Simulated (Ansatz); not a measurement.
**Structural relaxation of a frame of liquid HfO2 from 3173 K (135 atoms)**

Aim: bring a frame of liquid HfO2 from 3173 K (135 atoms) to a nearby minimum of the energy and see what moves.

Method: Kohn-Sham DFT, r2SCAN, PAW (set soft_2), plane waves, in Ansatz 0.2.0.

### Step 1. Set-up

The cell holds 135 atoms: 45 Hf and 90 O. Cell: a = 12.448 Å, b = 12.448 Å, c = 12.448 Å, α = 90.0°, β = 90.0°, γ = 90.0°. 135 atoms (45 Zr, 90 O) placed at random at 4.77 g/cm³, melted at 4500 K for 20 ps at fixed volume with the Morse and Coulomb pair potential with partial charges (Pedone, Malavasi, Menziani, Cormack and Segre, J. Phys. Chem. B 110, 11780 (2006)). Snapshot at the end of a hold of 20 ps at 3173 K and fixed volume. Then Zr was replaced by Hf (the potential has no terms for the new elements, so the cell is a start for a DFT relaxation). The density is a measured one.

What the set-up can't give: The network of bonds at the start is that of the classical potential that made the cell. Only the Γ point is sampled, in a cell whose shortest periodic width is 12 Å. The levels lack spin–orbit coupling, which is large for the heavy elements here.

### Step 2. Single point at the start

A single point comes first, to see the forces before anything moves.

File input.yaml:

```yaml
crystal:
  lattice:
    - [12.4477, 0.0, 0.0]
    - [0.0, 12.4477, 0.0]
    - [0.0, 0.0, 12.4477]
  atoms:
    - { symbol: Hf, position: [0.02585, 0.98411, 0.74411] }
    - { symbol: Hf, position: [0.83628, 0.28954, 0.06798] }
    - { symbol: Hf, position: [0.38033, 0.18387, 0.23949] }
    - { symbol: Hf, position: [0.19214, 0.50866, 0.86873] }
    - { symbol: Hf, position: [0.0515, 0.30731, 0.85316] }
    - { symbol: Hf, position: [0.38709, 0.95768, 0.09719] }
    - { symbol: Hf, position: [0.75921, 0.06618, 0.64182] }
    - { symbol: Hf, position: [0.39843, 0.95883, 0.7154] }
    - { symbol: Hf, position: [0.10478, 0.78698, 0.92286] }
    - { symbol: Hf, position: [0.34765, 0.32101, 0.49801] }
    - { symbol: Hf, position: [0.04648, 0.85297, 0.45042] }
    - { symbol: Hf, position: [0.68901, 0.77375, 0.06069] }
    - { symbol: Hf, position: [0.71008, 0.56293, 0.49502] }
    - { symbol: Hf, position: [0.74364, 0.87705, 0.33363] }
    - { symbol: Hf, position: [0.14973, 0.46846, 0.60122] }
    - { symbol: Hf, position: [0.11796, 0.06675, 0.23124] }
    - { symbol: Hf, position: [0.90227, 0.98562, 0.01484] }
    - { symbol: Hf, position: [0.89893, 0.45352, 0.28591] }
    - { symbol: Hf, position: [0.54602, 0.39011, 0.33052] }
    - { symbol: Hf, position: [0.81234, 0.17554, 0.34974] }
    - { symbol: Hf, position: [0.42634, 0.44231, 0.70902] }
    - { symbol: Hf, position: [0.51091, 0.20009, 0.85438] }
    - { symbol: Hf, position: [0.61427, 0.9288, 0.8841] }
    - { symbol: Hf, position: [0.95296, 0.57434, 0.97746] }
    - { symbol: Hf, position: [0.26291, 0.82813, 0.35808] }
    - { symbol: Hf, position: [0.74414, 0.37171, 0.82176] }
    - { symbol: Hf, position: [0.71131, 0.66541, 0.77731] }
    - { symbol: Hf, position: [0.42177, 0.68783, 0.87651] }
    - { symbol: Hf, position: [0.20605, 0.00844, 0.54511] }
    - { symbol: Hf, position: [0.6494, 0.07969, 0.13126] }
    - { symbol: Hf, position: [0.39805, 0.42998, 0.05432] }
    - { symbol: Hf, position: [0.6343, 0.27527, 0.57221] }
    [... 97 atom lines left out ...]
    - { symbol: O, position: [0.20026, 0.56539, 0.48732] }
    - { symbol: O, position: [0.39874, 0.79028, 0.25883] }
    - { symbol: O, position: [0.19899, 0.97603, 0.71463] }
    - { symbol: O, position: [0.73144, 0.0341, 0.29696] }
    - { symbol: O, position: [0.73671, 0.41591, 0.56769] }
    - { symbol: O, position: [0.97754, 0.52915, 0.59666] }
kpoints:
  mp_grid: { grid: [1, 1, 1] }
hamiltonian:
  xc: r2scan
scf:
  occupations: { method: fermi_dirac, width: 0.273 }
output:
  forces: true
  stress: true
  populations: true
  dos:
    method: { smearing: { sigma: 0.08 } }
    de: 0.1
    projected: { site_lists: { Hf: [Hf], O: [O] } }
  eigenvalues: true
```

The run is started by

```console
$ ansatz run input.yaml --threads 8 --pin off --max-ram 15872MiB --backend cpu --events-out ev --progress --plain --runs-dir out
```

Numbers of over 12 decimals in the logs are rounded to 6 here.

The log of the run:

```text
band count auto-derived: 1085 (N_el = 1710.0; filled up to band 855; 1026 by the electrons, moments and atoms)
Engine: ansatz 0.2.0, aarch64-unknown-linux-gnu
Pseudopotentials: kind: paw
Pseudopotential: Hf, paw, valence charge 26, recommended cutoff 500 eV (meta_gga), Hf.paw.azcp
Pseudopotential: O, paw, valence charge 6, recommended cutoff 500 eV (meta_gga), O.paw.azcp
Functional definition: r2SCAN
  parameter k0 = 0.174
  parameter k1 = 0.065
  parameter a1 = 4.9479
  exchange = r2scan_x(k0 = k0, k1 = k1, a1 = a1)
  correlation = r2scan_c
Crystal: 135 atoms, lattice volume = 1928.712 Å³
Basis set: ecut = 500 eV, 49029 PW (Γ), exchange–correlation on 384×384×384 points (64 copies of the dense FFT grid, shifted against one another)
Bands: 1085, of which v1, the nominal top of the filled ones, is band 855 counted from 1 (854 counted from 0)
Symmetry: 1 space group operations
Space group: P1 (ITA 1), of the structure as read, at distance tolerance 1.2e-4 Å
k-points: 1
Non-local potential: Hf, projectors of the file, l = 0: 3, l = 1: 2, l = 2: 2, l = 3: 3
Non-local potential: O, projectors of the file, l = 0: 2, l = 1: 2, l = 2: 1
PAW form: soft (Blöchl's): semilocal exchange-correlation on the pseudo side does not see the compensation charge
PAW frozen core: Hf, regenerated for the run's functional (the file was generated under x = pbe(κ = 0.804, μ = 0.219515), c = pbe(β = 0.066725))
PAW frozen core: O, regenerated for the run's functional (the file was generated under x = pbe(κ = 0.804, μ = 0.219515), c = pbe(β = 0.066725))
PAW one-centre angular grid: Hf, 974 points (default); XC on 160 Gauss nodes
PAW one-centre angular grid: O, 302 points (default); XC on 160 Gauss nodes
Initial density: superposition of atomic densities (neutral atoms: chi_scale 0, normalization atom), corrected by the library's trained network
Initial wavefunctions: pseudopotential atomic-orbital guess
Functional: x = r2scan, c = r2scan; τ floored in thin density (d = 2e-4 eV/Å³)
SCF iter   1: F=—  HF=-759347.350358 eV  |F-HF|=—  |Δ(HF+E_count)|=         —  Δρ=1.26e-2  dr2=3.71e0  dr2_τ=8.81e0  ethr=1.77e-3  ⟨swp⟩=5.0  Hψ=3347  notcnv=0
preconditioner: auto → Resta (q_TF=auto, 2.674 Å⁻¹)  ε∞=4.3  [insulator: Δε(μ)=1.605 eV  Ē_g=18.838 eV  σ=0.273 eV  W_gap=0.90  n_scr=618 (ndim 8)  ℏωp=34.0 eV  f_vac=0.145  D(μ)=1.69/eV (n_scr^D=0)  ε∞_Penn≈4.3]
SCF iter   2: F=—  HF=-759348.512319 eV  |F-HF|=—  |Δ(HF+E_count)|=    1.16e0  Δρ=6.15e-3  dr2=4.88e-1  dr2_τ=1.40e-1  ethr=2.17e-4  ⟨swp⟩=2.0  Hψ=2153  notcnv=0
SCF iter   3: F=—  HF=-759348.519432 eV  |F-HF|=—  |Δ(HF+E_count)|=   7.11e-3  Δρ=3.43e-3  dr2=1.62e-1  dr2_τ=1.73e-2  ethr=2.85e-5  ⟨swp⟩=2.0  Hψ=1689  notcnv=0
SCF iter   4: F=—  HF=-759348.528329 eV  |F-HF|=—  |Δ(HF+E_count)|=   8.90e-3  Δρ=2.21e-3  dr2=1.15e-1  dr2_τ=1.27e-2  ethr=9.48e-6  ⟨swp⟩=3.0  Hψ=1673  notcnv=0
SCF iter   5: F=—  HF=-759348.516686 eV  |F-HF|=—  |Δ(HF+E_count)|=   1.16e-2  Δρ=7.00e-4  dr2=1.12e-2  dr2_τ=1.36e-3  ethr=6.72e-6  ⟨swp⟩=2.0  Hψ=1835  notcnv=0
SCF iter   6: F=—  HF=-759348.516290 eV  |F-HF|=—  |Δ(HF+E_count)|=   3.96e-4  Δρ=2.54e-4  dr2=1.37e-3  dr2_τ=1.12e-4  ethr=6.56e-7  ⟨swp⟩=2.0  Hψ=1672  notcnv=0
SCF iter   7: F=—  HF=-759348.516744 eV  |F-HF|=—  |Δ(HF+E_count)|=   4.54e-4  Δρ=1.43e-4  dr2=4.74e-4  dr2_τ=4.92e-5  ethr=8.03e-8  ⟨swp⟩=2.0  Hψ=1936  notcnv=0
SCF iter   8: F=—  HF=-759348.516754 eV  |F-HF|=—  |Δ(HF+E_count)|=   9.99e-6  Δρ=6.07e-5  dr2=8.37e-5  dr2_τ=1.01e-5  ethr=2.77e-8  ⟨swp⟩=3.0  Hψ=1938  notcnv=0
SCF iter   9: F=—  HF=-759348.518265 eV  |F-HF|=—  |Δ(HF+E_count)|=   1.51e-3  Δρ=3.18e-5  dr2=2.44e-5  dr2_τ=2.44e-6  ethr=4.90e-9  ⟨swp⟩=3.0  Hψ=1885  notcnv=0
SCF iter  10: F=—  HF=-759348.518267 eV  |F-HF|=—  |Δ(HF+E_count)|=   2.42e-6  Δρ=2.21e-5  dr2=1.12e-5  dr2_τ=1.32e-6  ethr=1.43e-9  ⟨swp⟩=3.0  Hψ=1764  notcnv=0
SCF iter  11: F=—  HF=-759348.518267 eV  |F-HF|=—  |Δ(HF+E_count)|=   6.91e-7  Δρ=6.74e-6  dr2=1.01e-6  dr2_τ=1.54e-7  ethr=6.53e-10  ⟨swp⟩=3.0  Hψ=1678  notcnv=0
SCF iter  12: F=—  HF=-759348.518267 eV  |F-HF|=—  |Δ(HF+E_count)|=   2.58e-7  Δρ=3.19e-6  dr2=2.19e-7  dr2_τ=2.19e-8  ethr=5.93e-11  ⟨swp⟩=2.0  Hψ=1940  notcnv=0
SCF iter  13: F=—  HF=-759348.518267 eV  |F-HF|=—  |Δ(HF+E_count)|=   1.14e-7  Δρ=2.16e-6  dr2=1.00e-7  dr2_τ=1.08e-8  ethr=5.85e-12  ⟨swp⟩=4.0  Hψ=3654  notcnv=0
SCF iter  14: F=-759348.518267 eV  HF=-759348.518267 eV  |F-HF|=5.96e-8  |Δ(HF+E_count)|=   2.81e-8  Δρ=1.76e-6  dr2=7.40e-8  dr2_τ=7.15e-9  ethr=5.85e-12  ⟨swp⟩=4.0  Hψ=2844  notcnv=0
SCF 1 converged in 14 iterations: F = -759348.518267 eV  dr2 = 7.40e-8
  greatest PAW one-centre occupation: 0.999 electrons in one spin orbital (limit 2), on the Hf atom at site 42 (counted from 0), in its partial waves of l = 3
SCF converged after 14 iterations
Free energy (F): -759348.518267 eV
Harris-Foulkes:  -759348.518267 eV  (|F-HF|=5.96e-8)
Internal energy: -759347.621953 eV  (E = F + TS)
E sigma→0 (E₀):  -759348.070110 eV
Entropy (-TS):   -0.896314 eV (-6.639 meV/atom)
Fermi energy:    12.258629 eV
--- Per-component energies (eV) ---
  E_band       = -8025.837652
  E_kinetic    = 34512.210672
  E_local      = -327464.130906  (includes V_loc(G=0)·N_el)
  E_nonlocal   = -51895.905783
  E_hartree    = 148642.031686
  E_xc         = -19263.387492
  E_vxc        = -22582.793727  (∫ρ·V_xc dr)
  E_paw        = -327145.819717  (= ΣΔE_a)
  E_vpaw       = 60857.914655  (= ΣTr[D̂ρ^β])
  E_aug_tail   = 0.091340  (compensation charges beyond the density's cutoff)
  E_vtau       = 1262.723855  (kinetic-family band-sum trace: ∫τ·v_τ [+ j·A + Jᵃ·Aᵃ] dr)
  E_ewald      = -216744.305554
  E_core_change = 11.593800  (= ΣΔE_core)
  E_smearing   = -0.896314  (= −TS)
  E_closure    = 0.000000  (closes the sum)
  Σ components = -759348.518267   (vs F -759348.518267, Δ=0.00e0)
--- Forces (eV/Å), atoms counted from 1 ---
  atom   1  Hf     4.18722839    -0.05747793    -0.34649412
  atom   2  Hf    -3.12794314     0.50943687     1.27305133
  atom   3  Hf     0.87922405     0.48095084     0.29929631
  atom   4  Hf     2.05202948     3.37516556     1.04283472
  atom   5  Hf    -1.53442992    -4.27730653    -1.63207561
  atom   6  Hf    -1.00230726     1.56620344     0.90221064
  atom   7  Hf     1.43516614     0.45039025     0.69367376
  atom   8  Hf    -3.45018518    -1.12153635     1.91340095
  atom   9  Hf     1.84954929     3.34649403     1.02832156
  atom  10  Hf     2.19476643    -3.24403465     2.94852863
  atom  11  Hf    -5.83729836    -3.25857177     2.13075651
  atom  12  Hf     2.07949275     0.20734395     3.51516341
  atom  13  Hf    -0.01944325     4.10161566    -0.85362318
  atom  14  Hf     0.22015601     0.23578109    -2.54539405
[...]
atom 134  O     -3.39258806     1.00697515     2.18800943
  atom 135  O      2.34613559    -2.24804043     1.18455421
  max |Σ_I F_I| component: 7.35e-5 eV/Å
--- Stress (GPa, compression-positive) ---
      -14.059138      -0.847431       0.130657
       -0.847431     -13.985965      -2.701720
        0.130656      -2.701720     -11.626338
  P = ⅓ Tr σ = -13.2238 GPa (-132.238 kbar)
--- Band table (eV) ---
  k-point 0: bands = ["-53.9387", "-53.9143", "-53.7818", "-53.6617", [... 1069 levels ...], "19.4129", "19.4812", "19.5250", "19.5800", "19.5946", "19.6226", "19.6789", "19.6993", "19.7575", "19.8140", "19.8543", "19.9001"]
--- Löwdin populations: 135 sites ---
  site symbol       q [e]
     0     Hf     24.3900
     1     Hf     24.4481
     2     Hf     24.4492
[...]
134      O      6.6989
  spilling = 0.003069 (of n_electrons = 1710.000000)
```

Run time: 2.1 min. Hardware: 8 threads of Arm Neoverse V2, shared host; peak memory 8.1 GiB.

In the SCF lines HF is the Harris–Foulkes energy and dr2 the Hartree energy of the density residual, in eV; the loop may stop once dr2 is under the threshold and the program's other checks hold. Hψ counts applications of the Hamiltonian.

Read from the output:

```
free energy                                      : -759348.5183 eV
free energy per atom                             : -5624.8038 eV/atom
SCF cycles                                       : 14
pressure                                         : -13.22 GPa
r.m.s. force component                           : 1.759 eV/Å
longest force                                    : 8.232 eV/Å
Fermi energy                                     : 12.26 eV
gap (highest filled to lowest empty level) : 1.477 eV
levels partly filled by over 2 per cent          : 4
spilling of the projection                       : 0.003069
```

The r.m.s. force component of 1.8 eV/Å and the pressure of -13 GPa set the starting point.

Neighbours are counted within 2.83 Å (O-Hf).

Length of the force by element and coordination:

| element | coordination | atoms | mean length of the force (eV/Å) | spread | least | most |
| --- | --- | --- | --- | --- | --- | --- |
| Hf | all | 45 | 3.71 | 1.59 | 1.05 | 8.23 |
| Hf | 4 | 1 | 4.18 | 0 | 4.18 | 4.18 |
| Hf | 5 | 5 | 2.41 | 0.927 | 1.66 | 4.19 |
| Hf | 6 | 26 | 4.12 | 1.78 | 1.05 | 8.23 |
| Hf | 7 | 12 | 3.28 | 0.967 | 1.77 | 4.90 |
| Hf | 8 | 1 | 4.26 | 0 | 4.26 | 4.26 |
| O | all | 90 | 2.19 | 0.996 | 0.318 | 5.00 |
| O | 2 | 8 | 2.13 | 0.615 | 1.39 | 3.22 |
| O | 3 | 67 | 2.23 | 1.08 | 0.318 | 5.00 |
| O | 4 | 15 | 2.02 | 0.673 | 1.02 | 3.22 |

[end of part 1 of 3]

[Logs are printed without paths, hosts, clocks, repeated set-up lines and the standing remarks that a program may print on its own settings, such as how far it seeks lower states.]

[Hosts, paths, dates, database ids (printed as entryN), source tags and the programs' standing remarks are cut or masked in the printed files.]
